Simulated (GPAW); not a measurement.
# Calculated records

### K3RbCl4 (ordered alloy, started on the rocksalt lattice) (Pm-3m): G0W0 with GPAW, start to end

It takes space group Pm-3m (No. 221, cubic). The conventional cell has a = 6.167 Å, b = 6.167 Å, c = 6.167 Å, α = 90.00°, β = 90.00°, γ = 90.00°. K has 6 Cl at 3.08 Å nearest. Cl has 2 Rb at 3.08 Å and 4 K at 3.08 Å nearest. Nearest to Rb lie 6 Cl at 3.08 Å. Nearest to Cl lie 6 K at 3.08 Å. Farther neighbours, and contacts between anions beyond the nearest, are not listed.

```xyz
8
Lattice="6.1673 0.0000 0.0000 0.0000 6.1673 0.0000 0.0000 0.0000 6.1673" Properties=species:S:1:pos:R:3 pbc="T T T"
K     3.0836    0.0000    0.0000
Cl    0.0000    3.0836    3.0836
K     0.0000    3.0836    0.0000
Cl    3.0836    0.0000    3.0836
K     0.0000    0.0000    3.0836
Cl    3.0836    3.0836    0.0000
Rb    3.0836    3.0836    3.0836
Cl    0.0000    0.0000    0.0000
```

| Quantity | Value |
| --- | --- |
| method | DFT, LDA, plane waves, PAW (and 1 further level or step) |
| program | GPAW 26.7.0 |
| settings | cutoff 450 eV, GPAW PAW setups 1.2.1 data release, 2×2×2 k-mesh, nbands 391 |
| cost | 4 runs, 4.4 min in all on 4 MPI ranks of Arm Neoverse V1, shared host |
| notes | The structure was built from a prototype and need not be the compound’s stable phase. The structure was relaxed with LDA. The structure type comes from a generator and need not be one that this composition takes. Limits: no spin-orbit coupling. The 2×2×2 mesh is coarse for this cell, which bears on the long-range parts of exchange and screening. |
| LDA gap | 4.96 eV, direct |
| G0W0 gap on the mesh | 7.66 eV |
| GW settings | 2×2×2 mesh, 177 bands, screening to 48 eV, Godby-Needs plasmon pole |
| known limits | short of the basis limit; no spin-orbit coupling; coarse k mesh |

G0W0 moves the gap on the mesh from 4.96 eV to 7.66 eV (+2.70 eV), with Z of 0.82 and 0.88 at the edges. Bands and cutoff are finite, so the gap stands short of the basis limit, usually by up to a few tenths of an eV; the mesh is an error of its own.

## A GW chain in GPAW: K3RbCl4 (ordered alloy, started on the rocksalt lattice) (Pm-3m)

The structure is cubic, space group Pm-3m (No. 221). The conventional cell has a = 6.167 Å, b = 6.167 Å, c = 6.167 Å, α = 90.00°, β = 90.00°, γ = 90.00°. Nearest to K lie 6 Cl at 3.08 Å. Cl has 2 Rb at 3.08 Å and 4 K at 3.08 Å nearest. Nearest to Rb lie 6 Cl at 3.08 Å. Nearest to Cl lie 6 K at 3.08 Å. Farther neighbours, and contacts between anions beyond the nearest, are not listed.

- method: DFT, LDA, plane waves, PAW (and 1 further level or step)
- program: GPAW 26.7.0
- settings: cutoff 450 eV, GPAW PAW setups 1.2.1 data release, 2×2×2 k-mesh, nbands 144
- cost: 3 runs, 74 s in all on 4 MPI ranks of Arm Neoverse V1, shared host
- notes: The structure was built from a prototype and need not be the compound’s stable phase. The structure was relaxed with LDA. The structure type comes from a generator and need not be one that this composition takes. Limits: no spin-orbit coupling. The 2×2×2 mesh is coarse for this cell, which bears on the long-range parts of exchange and screening.
- LDA gap: 4.96 eV, direct
- G0W0 gap on the mesh: 7.66 eV
- GW settings: 2×2×2 mesh, 134 bands, screening to 40 eV, Godby-Needs plasmon pole
- known limits: short of the basis limit; no spin-orbit coupling; coarse k mesh

G0W0 moves the gap on the mesh from 4.96 eV to 7.66 eV (+2.70 eV), with Z of 0.82 and 0.88 at the edges. Bands and cutoff are finite, so the gap stands short of the basis limit, usually by up to a few tenths of an eV; the mesh is an error of its own.

[Long decimals in the printed logs are rounded to 6 places.]

[Logs are printed without paths, hosts, clocks, repeated set-up lines and the standing remarks that a program may print on its own settings, such as how far it seeks lower states.]

[Paths, hosts, dates, memory and timing lines, banners, echoed tables and standing remarks are left out of the program output; an Ansatz launch command may be rebuilt from the run's recorded settings. Measured values are a selection of at most five: reports struck by readers or far from the other reports are left out. None is set beside runs whose start may be inverted or whose files or cutoffs have a known fault.]

[Runs of the session that timed out or met a known fault of the program may be left out.]

[Hosts, paths, dates, database ids (printed as entryN), source tags and the programs' standing remarks are cut or masked in the printed files.]

[Where the starting crystal was built by hand or by swapping elements, it need not be the compound's stable phase.]
